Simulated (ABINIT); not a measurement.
An input for ABINIT 10.8.3 (NiO2 (P-3m1)):

```
acell 3*1.0 Angstrom
rprim 
  2.798781865034 -0.000000000008 0.000000000000
  -1.399390932510 2.423816194775 0.000000000000
  0.000000000000 0.000000000000 4.618273000000
ntypat 2
znucl 28 8
natom 3
typat 1 2 2
xred 
  0.000000000000 0.000000000000 0.500000000000
  0.666666666667 0.333333333333 0.706039000000
  0.333333333333 0.666666666667 0.293961000000
pp_dirpath "pseudos"
pseudos "Ni.upf, O.upf"
ecut 45
iscf -2
irdden 1
kptopt 0
nkpt 75
kpt 
  0.00000000 0.00000000 0.00000000
  0.06250000 0.00000000 0.00000000
  0.12500000 0.00000000 0.00000000
  0.18750000 0.00000000 0.00000000
  0.25000000 0.00000000 0.00000000
  0.31250000 0.00000000 0.00000000
  0.37500000 0.00000000 0.00000000
  0.43750000 0.00000000 0.00000000
  0.50000000 0.00000000 0.00000000
  0.47916667 0.04166667 0.00000000
  0.45833333 0.08333333 0.00000000
  0.43750000 0.12500000 0.00000000
  0.41666666 0.16666666 0.00000000
  0.39583333 0.20833333 0.00000000
  0.37500000 0.25000000 0.00000000
  0.35416666 0.29166666 0.00000000
  0.33333333 0.33333333 0.00000000
  0.29166666 0.29166666 0.00000000
  0.25000000 0.25000000 0.00000000
  0.20833333 0.20833333 0.00000000
  0.16666666 0.16666666 0.00000000
  0.12500000 0.12500000 0.00000000
  0.08333333 0.08333333 0.00000000
  0.04166667 0.04166667 0.00000000
  0.00000000 0.00000000 0.00000000
  0.00000000 0.00000000 0.06250000
  0.00000000 0.00000000 0.12500000
  0.00000000 0.00000000 0.18750000
  0.00000000 0.00000000 0.25000000
  0.00000000 0.00000000 0.31250000
  0.00000000 0.00000000 0.37500000
  0.00000000 0.00000000 0.43750000
  0.00000000 0.00000000 0.50000000
  0.06250000 0.00000000 0.50000000
  0.12500000 0.00000000 0.50000000
  0.18750000 0.00000000 0.50000000
  0.25000000 0.00000000 0.50000000
  0.31250000 0.00000000 0.50000000
  0.37500000 0.00000000 0.50000000
  0.43750000 0.00000000 0.50000000
  0.50000000 0.00000000 0.50000000
  0.47916667 0.04166667 0.50000000
  0.45833333 0.08333333 0.50000000
  0.43750000 0.12500000 0.50000000
  0.41666666 0.16666666 0.50000000
  0.39583333 0.20833333 0.50000000
  0.37500000 0.25000000 0.50000000
  0.35416666 0.29166666 0.50000000
  0.33333333 0.33333333 0.50000000
  0.29166666 0.29166666 0.50000000
  0.25000000 0.25000000 0.50000000
  0.20833333 0.20833333 0.50000000
  0.16666666 0.16666666 0.50000000
  0.12500000 0.12500000 0.50000000
  0.08333333 0.08333333 0.50000000
  0.04166667 0.04166667 0.50000000
  0.00000000 0.00000000 0.50000000
  0.50000000 0.00000000 0.50000000
  0.50000000 0.00000000 0.43750000
  0.50000000 0.00000000 0.37500000
  0.50000000 0.00000000 0.31250000
  0.50000000 0.00000000 0.25000000
  0.50000000 0.00000000 0.18750000
  0.50000000 0.00000000 0.12500000
  0.50000000 0.00000000 0.06250000
  0.50000000 0.00000000 0.00000000
  0.33333333 0.33333333 0.50000000
  0.33333333 0.33333333 0.43750000
  0.33333333 0.33333333 0.37500000
  0.33333333 0.33333333 0.31250000
  0.33333333 0.33333333 0.25000000
  0.33333333 0.33333333 0.18750000
  0.33333333 0.33333333 0.12500000
  0.33333333 0.33333333 0.06250000
  0.33333333 0.33333333 0.00000000
istwfk *1
nband 22
nbdbuf 2
tolwfr 1e-08
nstep 40
prtwf 0
prtvol 0
indata_prefix "in"
outdata_prefix "out"
tmpdata_prefix "tmp"
```

```sh
OMP_NUM_THREADS=1 mpirun -n 4 abinit run.abi > log
```

Question: Estimate wall time and host memory on 4 MPI ranks of Arm Neoverse N1, shared host.

It took 28 s; on shared hardware allow 14 s to 55 s. Peak host memory was 0.32 GiB.

[Paths, hosts, dates, memory and timing lines, banners, echoed tables and standing remarks are left out of the program output.]

[Logs are printed without paths, hosts, clocks, repeated set-up lines and the standing remarks that a program may print on its own settings, such as how far it seeks lower states.]

[Runs of the session that timed out or met a known fault of the program may be left out.]

[Hosts, paths, dates, database ids (printed as entryN), source tags and the programs' standing remarks are cut or masked in the printed files.]

[G0W0 gaps are taken among the corrected bands and points alone; a level outside them can change the order at an edge.]

[Where Ansatz stands beside ABINIT at settings called matched, ABINIT's density can come from a denser mesh and the files from another edition; pairs whose starting gaps differed by over 0.03 eV were left out, so agreement reads better than it is.]
